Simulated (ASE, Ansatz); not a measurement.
# MgS(100) slab (72 atoms): atom by atom

The starting structure: Rock-salt MgS (a = 5.2 Å), (100) slab of 4 repeat layers, 3 x 3 surface cells, 14 Å of vacuum; not relaxed, displaced by a Gaussian of 0.02 Å.

Calculated values (Ansatz 0.2.0, Kohn-Sham DFT, LDA, PAW (set soft_2), plane waves; cutoff 420 eV, Γ point, fermi-dirac smearing of 0.05 eV) for the frame at 80 fs of a trajectory (instantaneous temperature 231 K).

Cell vectors (Å):

```
11.031 0.000 0.000
0.000 11.031 0.000
0.000 0.000 21.800
```

Positions (Å):

```
1 Mg 11.002 0.036 7.371
2 S 1.797 1.762 7.057
3 Mg 1.797 1.813 9.431
4 S 10.990 3.609 9.641
5 Mg 0.077 11.027 12.421
6 S 1.776 1.850 11.968
7 Mg 1.831 1.763 14.504
8 S 0.072 3.749 14.780
9 Mg 0.019 3.653 7.293
10 S 1.903 5.540 6.908
11 Mg 1.794 5.503 9.368
12 S 0.034 7.309 9.779
13 Mg 10.991 3.717 12.211
14 S 1.810 5.590 11.992
15 Mg 1.860 5.508 14.507
16 S 10.969 7.309 14.824
17 Mg 0.006 7.349 7.247
18 S 1.910 9.214 6.982
19 Mg 1.909 9.099 9.495
20 S 0.078 0.003 9.805
21 Mg 0.045 7.301 12.309
22 S 1.901 9.232 12.081
23 Mg 1.755 9.211 14.552
24 S 0.032 11.030 14.947
25 Mg 3.701 0.051 7.360
26 S 5.370 1.982 7.173
27 Mg 5.343 1.885 9.566
28 S 3.525 3.701 9.840
29 Mg 3.800 10.977 12.199
30 S 5.534 1.811 12.010
31 Mg 5.614 1.822 14.460
32 S 3.695 3.598 14.861
33 Mg 3.652 3.738 7.302
34 S 5.638 5.658 7.008
35 Mg 5.579 5.561 9.538
36 S 3.720 7.361 9.646
37 Mg 3.658 3.694 12.328
38 S 5.542 5.482 11.984
39 Mg 5.438 5.457 14.525
40 S 3.675 7.376 14.827
41 Mg 3.656 7.467 7.294
42 S 5.536 9.226 6.989
43 Mg 5.479 9.152 9.432
44 S 3.674 11.025 9.729
45 Mg 3.750 7.276 12.211
46 S 5.613 9.065 11.884
47 Mg 5.564 9.229 14.418
48 S 3.732 11.013 14.757
49 Mg 7.391 10.926 7.381
50 S 9.107 1.849 6.938
51 Mg 9.089 1.775 9.470
52 S 7.307 3.694 9.833
53 Mg 7.455 10.989 12.203
54 S 9.232 1.788 12.043
55 Mg 9.319 1.910 14.599
56 S 7.393 3.664 14.800
57 Mg 7.329 3.746 7.351
58 S 9.289 5.521 6.985
59 Mg 9.277 5.468 9.518
60 S 7.534 7.299 9.836
61 Mg 7.398 3.661 12.305
62 S 9.244 5.496 12.048
63 Mg 9.166 5.512 14.470
64 S 7.343 7.262 14.859
65 Mg 7.536 7.249 7.310
66 S 9.256 9.265 7.033
67 Mg 9.270 9.251 9.490
68 S 7.404 0.066 9.781
69 Mg 7.391 7.182 12.380
70 S 9.370 9.199 12.141
71 Mg 9.142 9.133 14.534
72 S 7.376 10.991 14.683
```

Q: Give the force on every atom.

Columns: atom, fx, fy, fz (forces in eV/Å).

```
1 0.148 0.017 -0.276
2 -0.069 0.355 -0.494
3 0.056 0.017 0.949
4 -0.076 0.264 0.102
5 -0.086 0.018 -0.611
6 0.301 0.126 1.124
7 0.209 0.171 -0.111
8 -0.209 -0.357 -0.243
9 -0.075 -0.119 -0.675
10 -0.097 -0.175 0.111
11 0.073 0.002 0.747
12 0.147 0.172 -1.005
13 0.374 -0.367 -0.055
14 0.337 -0.363 0.694
15 0.056 0.184 0.074
16 0.231 0.207 -0.147
17 0.195 0.173 0.114
18 -0.336 -0.147 0.222
19 -0.380 0.371 0.433
20 -0.386 -0.299 -0.669
21 -0.010 0.412 -0.106
22 0.093 -0.239 0.415
23 0.401 -0.243 0.000
24 -0.055 0.180 -0.183
25 0.018 -0.097 -0.649
26 0.360 -0.167 -0.408
27 0.328 0.176 0.329
28 0.372 0.158 -1.035
29 -0.323 -0.003 0.202
30 -0.028 0.089 0.760
31 -0.295 -0.117 0.216
32 0.064 0.262 -0.466
33 0.029 0.032 0.095
34 -0.192 -0.375 0.272
35 0.014 -0.030 -0.169
36 -0.063 -0.255 0.195
37 -0.165 -0.275 -0.217
38 -0.188 -0.142 1.203
39 0.022 0.185 0.172
40 0.073 -0.253 -0.535
41 0.236 -0.237 -0.747
42 0.243 0.209 0.121
43 0.342 0.107 0.347
44 0.062 -0.185 -0.163
45 -0.299 0.387 0.136
46 -0.022 0.259 1.206
47 -0.243 -0.197 0.102
48 0.017 0.028 -0.355
49 -0.121 0.309 -0.490
50 -0.074 -0.016 0.363
51 0.452 0.427 0.310
52 0.200 -0.048 -0.981
53 0.013 -0.077 0.107
54 -0.004 0.353 0.822
55 -0.143 -0.132 -0.344
56 -0.052 -0.096 -0.179
57 -0.049 -0.224 -0.132
58 0.041 -0.112 0.078
59 -0.203 0.063 0.191
60 -0.304 0.345 -0.984
61 0.067 -0.255 -0.265
62 -0.161 -0.123 0.448
63 0.260 -0.048 0.517
64 -0.138 0.140 -0.328
65 -0.311 0.360 0.147
66 -0.046 -0.427 -0.035
67 0.004 -0.198 0.847
68 -0.367 -0.579 -0.797
69 -0.005 0.549 -0.578
70 -0.475 -0.139 0.011
71 0.144 -0.011 0.209
72 0.070 0.020 0.047
```

Only the Γ point is sampled, in a cell whose shortest periodic width is 11 Å.

The r.m.s. force component is 0.350 eV/Å; the longest force, 1.23 eV/Å, acts on S46. The energy lies 8.8 meV/atom above that of the first step of this run.

[Logs are printed without paths, hosts, clocks, repeated set-up lines and the standing remarks that a program may print on its own settings, such as how far it seeks lower states.]

[Hosts, paths, dates, database ids (printed as entryN), source tags and the programs' standing remarks are cut or masked in the printed files.]
